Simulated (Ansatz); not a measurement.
# N on Ta(110): change of the work function, part 3 of 3

Aim: the work function of Ta(110) at several coverages of N (hollow site), and the dipole that each adsorbate carries.

Ansatz 0.2.0; plane-wave DFT, PBE, Ansatz PAW.

So far, work function, upper face (eV): step 2 (the clean slab) 4.77; step 3 (17 atoms, coverage 0.25 ML, cell 2x2) 4.75.

### 4. Adsorbate added, k-mesh 12×12×1, coverage 1 ML

System of this step: Ta4N (N/Ta(110)). The cell holds 5 atoms: 4 Ta and 1 N. Cell: a = 2.867 Å, b = 2.867 Å, c = 26.838 Å, α = 90.0°, β = 90.0°, γ = 70.5°. Vacuum lies along c.

Another coverage, to see how the dipoles act on each other as their distance changes.

The input, input.yaml:

```yaml
crystal:
  lattice:
    - [2.3405234457, -1.655, 0.0]
    - [2.3405234457, 1.655, 0.0]
    - [0.0, 0.0, 26.8377284103]
  atoms:
    - { symbol: Ta, position: [0.0, 0.0, 0.3353487994] }
    - { symbol: Ta, position: [0.5, 0.5, 0.4225589913] }
    - { symbol: Ta, position: [0.0, 0.0, 0.5098585475] }
    - { symbol: Ta, position: [0.5, 0.5, 0.5936716007] }
    - { symbol: "N", position: [0.84, 0.84, 0.6646512006] }
kpoints:
  mp_grid: { grid: [12, 12, 1] }
hamiltonian:
  xc: pbe
scf:
  occupations: { method: fermi_dirac, width: 0.1 }
  convergence: { dr2_threshold: 1.0e-08 }
efield:
  axis: 3
  dipole_correction: true
  ramp_position: 0.97
  ramp_width: 0.06
relax:
  f_tol: 0.02
  max_steps: 60
  constraints: [{ sites: [0, 1] }]
output:
  write_potential: true
  write_density: true
  volumetric_format: npy
```

Command:

```
> ansatz run input.yaml --threads 4 --pin off --max-ram 6144MiB --backend cpu --events-out ev --progress --plain --runs-dir out
```

Numbers of over 12 decimals in the logs are rounded to 6 here.

Output:

```text
[...]
Crystal: 5 atoms, lattice volume = 207.915 Å³
Basis set: ecut = 420 eV, 4067 PW (Γ), exchange–correlation on 40×40×360 points (8 copies of the dense FFT grid, shifted against one another)
Bands: 35, of which v1, the nominal top of the filled ones, is band 29 counted from 1 (28 counted from 0)
Symmetry: 2 space group operations
[...]
k-points: 43 of 144 (time reversal used)
[...]
SCF iter   1: F=—  HF=-40108.693310 eV  |F-HF|=—  |Δ(HF+E_count)|=         —  Δρ=1.25e-2  dr2=6.44e0  ethr=1.77e-3  p=-0.143 e·Å  D=-1.25e-1 V/Å  ΔV_dip=3.35 eV  dr2_dipole=8.87e-1  V_vac-E_F(+/−)=8.53/5.18 eV  ⟨swp⟩=8.5  Hψ=7807  notcnv=0
[...]
SCF iter   8: F=-40108.553521 eV  HF=-40108.553521 eV  |F-HF|=1.82e-8  |Δ(HF+E_count)|=   9.56e-8  Δρ=1.52e-6  dr2=4.11e-9  ethr=1.75e-11  p=-0.141 e·Å  D=-1.23e-1 V/Å  ΔV_dip=3.29 eV  dr2_dipole=7.74e-11  V_vac-E_F(+/−)=8.08/4.79 eV  ⟨swp⟩=12.0  Hψ=12168  notcnv=0
SCF 1 converged in 8 iterations: F = -40108.553521 eV  dr2 = 4.11e-9
[...]
relax step   1: F+E_penalty+E_count = -40108.55352093 eV  Δ(F+E_penalty+E_count) = +0.000e0 eV  max|allowed force component| = 4.396e0 eV/Å  Δτ_max = 0.0000 Å  (8 SCF iters, accepted)
[...]
SCF iter   1: F=—  HF=-40110.840730 eV  |F-HF|=—  |Δ(HF+E_count)|=         —  Δρ=4.24e-2  dr2=1.88e1  ethr=3.10e-3  p=-0.141 e·Å  D=-1.23e-1 V/Å  ΔV_dip=3.29 eV  dr2_dipole=4.63e0  V_vac-E_F(+/−)=8.13/4.84 eV  ⟨swp⟩=6.9  Hψ=4888  notcnv=0
[...]
SCF iter  11: F=-40110.141142 eV  HF=-40110.141142 eV  |F-HF|=8.54e-9  |Δ(HF+E_count)|=   3.88e-8  Δρ=6.02e-7  dr2=1.45e-9  ethr=1.75e-11  p=-0.124 e·Å  D=-1.08e-1 V/Å  ΔV_dip=2.89 eV  dr2_dipole=3.88e-10  V_vac-E_F(+/−)=7.68/4.79 eV  ⟨swp⟩=11.0  Hψ=11324  notcnv=0
SCF 2 converged in 11 iterations: F = -40110.141142 eV  dr2 = 1.45e-9
[...]
relax step   2: F+E_penalty+E_count = -40110.14114221 eV  Δ(F+E_penalty+E_count) = -1.588e0 eV  max|allowed force component| = 5.036e0 eV/Å  Δτ_max = 0.1950 Å  (11 SCF iters, accepted)
SCF iter   1: F=—  HF=-40112.160547 eV  |F-HF|=—  |Δ(HF+E_count)|=         —  Δρ=2.49e-2  dr2=2.38e0  ethr=3.10e-3  p=-0.124 e·Å  D=-1.08e-1 V/Å  ΔV_dip=2.89 eV  dr2_dipole=1.66e-1  V_vac-E_F(+/−)=7.62/4.73 eV  ⟨swp⟩=6.9  Hψ=5541  notcnv=0
[...]
SCF iter   9: F=-40111.860698 eV  HF=-40111.860697 eV  |F-HF|=6.08e-9  |Δ(HF+E_count)|=   2.22e-8  Δρ=6.32e-7  dr2=1.49e-9  ethr=1.75e-11  p=-0.074 e·Å  D=-6.46e-2 V/Å  ΔV_dip=1.73 eV  dr2_dipole=6.48e-10  V_vac-E_F(+/−)=6.53/4.80 eV  ⟨swp⟩=10.1  Hψ=10507  notcnv=0
SCF 3 converged in 9 iterations: F = -40111.860698 eV  dr2 = 1.49e-9
[...]
relax step   3: F+E_penalty+E_count = -40111.86069750 eV  Δ(F+E_penalty+E_count) = -1.720e0 eV  max|allowed force component| = 2.976e0 eV/Å  Δτ_max = 0.1950 Å  (9 SCF iters, accepted)
[...]
relax step   4: F+E_penalty+E_count = -40112.36045155 eV  Δ(F+E_penalty+E_count) = -4.998e-1 eV  max|allowed force component| = 1.237e0 eV/Å  Δτ_max = 0.1947 Å  (9 SCF iters, accepted)
[...]
relax step   5: F+E_penalty+E_count = -40112.44003803 eV  Δ(F+E_penalty+E_count) = -7.959e-2 eV  max|allowed force component| = 9.523e-1 eV/Å  Δτ_max = 0.1946 Å  (8 SCF iters, accepted)
[...]
relax step   6: F+E_penalty+E_count = -40112.48808691 eV  Δ(F+E_penalty+E_count) = -4.805e-2 eV  max|allowed force component| = 1.297e-1 eV/Å  Δτ_max = 0.1093 Å  (9 SCF iters, accepted)
[...]
relax step   7: F+E_penalty+E_count = -40112.48962689 eV  Δ(F+E_penalty+E_count) = -1.540e-3 eV  max|allowed force component| = 2.953e-2 eV/Å  Δτ_max = 0.0520 Å  (7 SCF iters, accepted)
SCF iter   1: F=—  HF=-40112.490102 eV  |F-HF|=—  |Δ(HF+E_count)|=         —  Δρ=6.18e-4  dr2=1.90e-3  ethr=1.52e-5  p=-0.032 e·Å  D=-2.75e-2 V/Å  ΔV_dip=0.74 eV  dr2_dipole=2.97e-4  V_vac-E_F(+/−)=5.55/4.81 eV  ⟨swp⟩=2.7  Hψ=2992  notcnv=0
[...]
SCF iter   6: F=-40112.489838 eV  HF=-40112.489838 eV  |F-HF|=6.49e-9  |Δ(HF+E_count)|=   3.70e-8  Δρ=1.01e-6  dr2=1.68e-9  ethr=1.75e-11  p=-0.032 e·Å  D=-2.75e-2 V/Å  ΔV_dip=0.74 eV  dr2_dipole=9.48e-11  V_vac-E_F(+/−)=5.55/4.81 eV  ⟨swp⟩=11.2  Hψ=11782  notcnv=0
SCF 8 converged in 6 iterations: F = -40112.489838 eV  dr2 = 1.68e-9
relax step   8: F+E_penalty+E_count = -40112.48983824 eV  Δ(F+E_penalty+E_count) = -2.113e-4 eV  max|allowed force component| = 5.685e-3 eV/Å  Δτ_max = 0.0131 Å  (6 SCF iters, accepted)
[...]
SCF converged after 6 iterations
Free energy (F): -40112.489838 eV
[...]
Internal energy: -40112.334296 eV  (E = F + TS)
E sigma→0 (E₀):  -40112.412067 eV
Entropy (-TS):   -0.155542 eV (-31.108 meV/atom)
Fermi energy:    3.676307 eV
Dipole field:    D = -0.027465 V/Å  (p = -0.031558 e·Å, saw-weighted, corrected)
Work function:   Φ+ = 5.5482 eV   Φ− = 4.8111 eV
[...]
--- Forces (eV/Å), atoms counted from 1 ---
  atom   1  Ta     0.01072754    -0.00000000     0.37378387
  atom   2  Ta    -0.00526002    -0.00000000    -0.37919664
  atom   3  Ta    -0.00568474     0.00000000     0.00167325
  atom   4  Ta    -0.00240666    -0.00000000     0.00118110
  atom   5  N      0.00261725    -0.00000000     0.00252140
  max |Σ_I F_I| component: 3.70e-5 eV/Å
--- Band table (eV; the first three rows and the last of 43) ---
  k-point 0: bands = [... 25 lower, 2.9878, 3.3465, 3.8055, 4.1678, 4.2611, 4.4989, 5.0579, 6.1116, ... 2 higher]
  k-point 1: bands = [... 25 lower, 2.9988, 3.2924, 3.7650, 4.0297, 4.2204, 4.3920, 5.0882, 6.1204, ... 2 higher]
  k-point 2: bands = [... 25 lower, 2.9703, 3.0946, 3.5445, 3.6629, 3.7627, 4.7918, 5.2003, 6.1407, ... 2 higher]
  k-point 42: bands = [... 25 lower, 2.7440, 3.2789, 4.6380, 4.8170, 5.6762, 5.9458, 6.2775, 7.1628, ... 2 higher]
--- Relaxed structure (8 steps of the walk, 8 accepted, 0 SCFs on fresh bases) ---
  F+E_penalty+E_count = -40112.48983824 eV   max|allowed force component| = 5.685e-3 eV/Å
  atoms:
    - { symbol: Ta, position: [0.0, 0.0, 0.3353487994] }
    - { symbol: Ta, position: [0.5, 0.5, 0.4225589913] }
    - { symbol: Ta, position: [-0.00283788, -0.00283788, 0.508748] }
    - { symbol: Ta, position: [0.473328, 0.473328, 0.601669] }
    - { symbol: N, position: [0.847057, 0.847057, 0.635147] }
```

Wall time 30 s (4 threads of INTEL XEON PLATINUM 8581C at 2.10GHz (Emerald Rapids), shared host); peak memory 0.68 GiB.

Relaxation path:

```
step  energy less that of the first step (eV)  largest force component (eV/Å)
   1                                   0.0000                          4.3957
   2                                  -1.5876                          5.0365
   3                                  -3.3072                          2.9759
   4                                  -3.8069                          1.2370
   5                                  -3.8865                          0.9524
   6                                  -3.9346                          0.1297
   7                                  -3.9361                          0.0295
   8                                  -3.9363                          0.0057
```

Forces are held to the 2 operations that the run works with; a distortion that breaks them can't arise in this run.

The atoms that moved most (Å):

| atom | dx | dy | dz | length |
| --- | --- | --- | --- | --- |
| N5 | 0.033 | 0.000 | -0.792 | 0.793 |
| Ta4 | -0.125 | 0.000 | 0.215 | 0.248 |
| Ta3 | -0.013 | 0.000 | -0.030 | 0.033 |

The relaxed structure:

```xyz
5
Lattice="2.3405 -1.6550 0.0000 2.3405 1.6550 0.0000 0.0000 0.0000 26.8377" Properties=species:S:1:pos:R:3
Ta    0.0000    0.0000    9.0000
Ta    2.3405    0.0000   11.3405
Ta   -0.0133    0.0000   13.6536
Ta    2.2157    0.0000   16.1474
N     3.9651    0.0000   17.0459
```

Numbers from this step:

```yaml
energy_at_zero_smearing: -40112.4121 eV
work_function_upper_face: 5.548 eV
work_function_lower_face: 4.811 eV
dipole_along_the_normal: -0.03156 e·Å
step_between_the_vacuum_levels: 0.7371 eV
```

Running mean over 2.341 Å of the planar mean; the ramp of the sawtooth is left out. Electron's electrostatic potential energy less the Fermi level against z:

```
z (Å)  electron's electrostatic potential energy less the Fermi level (eV)
  3.5                                                                 4.81
  4.0                                                                 4.81
  4.5                                                                 4.81
  5.0                                                                 4.79
  5.5                                                                 4.75
  6.0                                                                 4.62
  6.5                                                                 4.21
  7.0                                                                 2.98
  7.5                                                               -0.239
  8.0                                                                -5.17
  8.5                                                                -8.90
  9.0                                                                -10.1
  9.5                                                                -10.1
 10.0                                                                -10.1
 10.5                                                                -10.0
 11.0                                                                -10.0
 11.5                                                                -10.0
 12.0                                                                -10.1
 12.5                                                                -10.2
 13.0                                                                -10.1
 13.5                                                                -9.96
 14.0                                                                -9.69
 14.5                                                                -9.15
 15.0                                                                -9.10
 15.5                                                                -10.4
 16.0                                                                -12.8
 16.5                                                                -13.2
 17.0                                                                -10.1
 17.5                                                                -4.73
 18.0                                                                0.293
 18.5                                                                 3.95
 19.0                                                                 5.27
 19.5                                                                 5.50
 20.0                                                                 5.54
 20.5                                                                 5.55
 21.0                                                                 5.55
 21.5                                                                 5.55
 22.0                                                                 5.55
 22.5                                                                 5.55
 23.0                                                                 5.55
 23.5                                                                 5.55
```

The relaxation took 8 steps and lowered the energy by 3.9 eV; the largest force on the free atoms ends at 0.0057 eV/Å.

The covered face has 5.55 eV, +0.78 eV against the clean one; the bare back face has moved by -0.01 eV, a measure of how thin the slab is.

### 5. Work function against coverage

This step: plane-wave DFT, PBE, Ansatz PAW; work function against coverage (Ansatz 0.2.0).

The runs are now put side by side.

Numbers from this step:

```
work function of the clean face     : 4.767 eV
largest change of the work function : 0.7814 eV
```

The work function of the covered face by coverage:

```
coverage (adsorbates/nm²)  work function of the covered face (eV)
                     0.00                                    4.77
                     3.23                                    4.75
                    12.91                                    5.55
```

The dipole per adsorbate comes from the change of the cell's dipole. Coverage, by row:

```csv
coverage (1/nm²),coverage (ML),work function (eV),change (eV),"dipole per adsorbate, positive end outwards (debye)",mean height of the added atoms over the highest substrate atom (Å)
3.227,0.25,4.746,-0.02063,-0.013,0.9681
12.91,1,5.548,0.7814,-0.162,0.8985
```

### 6. Results

```json
{
 "work function of the clean face": "4.77 eV",
 "work function at 0.25 ML": "4.75 eV",
 "work function at 1 ML": "5.55 eV",
 "dipole per adsorbate at 0.25 ML, positive end outwards": "-0.01 D"
}
```

In words: At the lowest coverage N changes the work function of Ta(110) by under 0.15 eV, within the error of so thin a slab; the largest change, +0.78 eV, comes at higher coverage. The slab has 4 layers, at the tabulated experimental lattice constant, one starting site was run, and quantum-size effects of a slab this thin can reach one or two tenths of an eV.

[Logs are printed without paths, hosts, clocks, repeated set-up lines and the standing remarks that a program may print on its own settings, such as how far it seeks lower states.]

[Hosts, paths, dates, database ids (printed as entryN), source tags and the programs' standing remarks are cut or masked in the printed files.]

[Maps of the electrostatic potential energy from Ansatz leave out the sawtooth potential of an applied field or a dipole correction, so their vacuum need not be flat; planar profiles and work functions include it.]
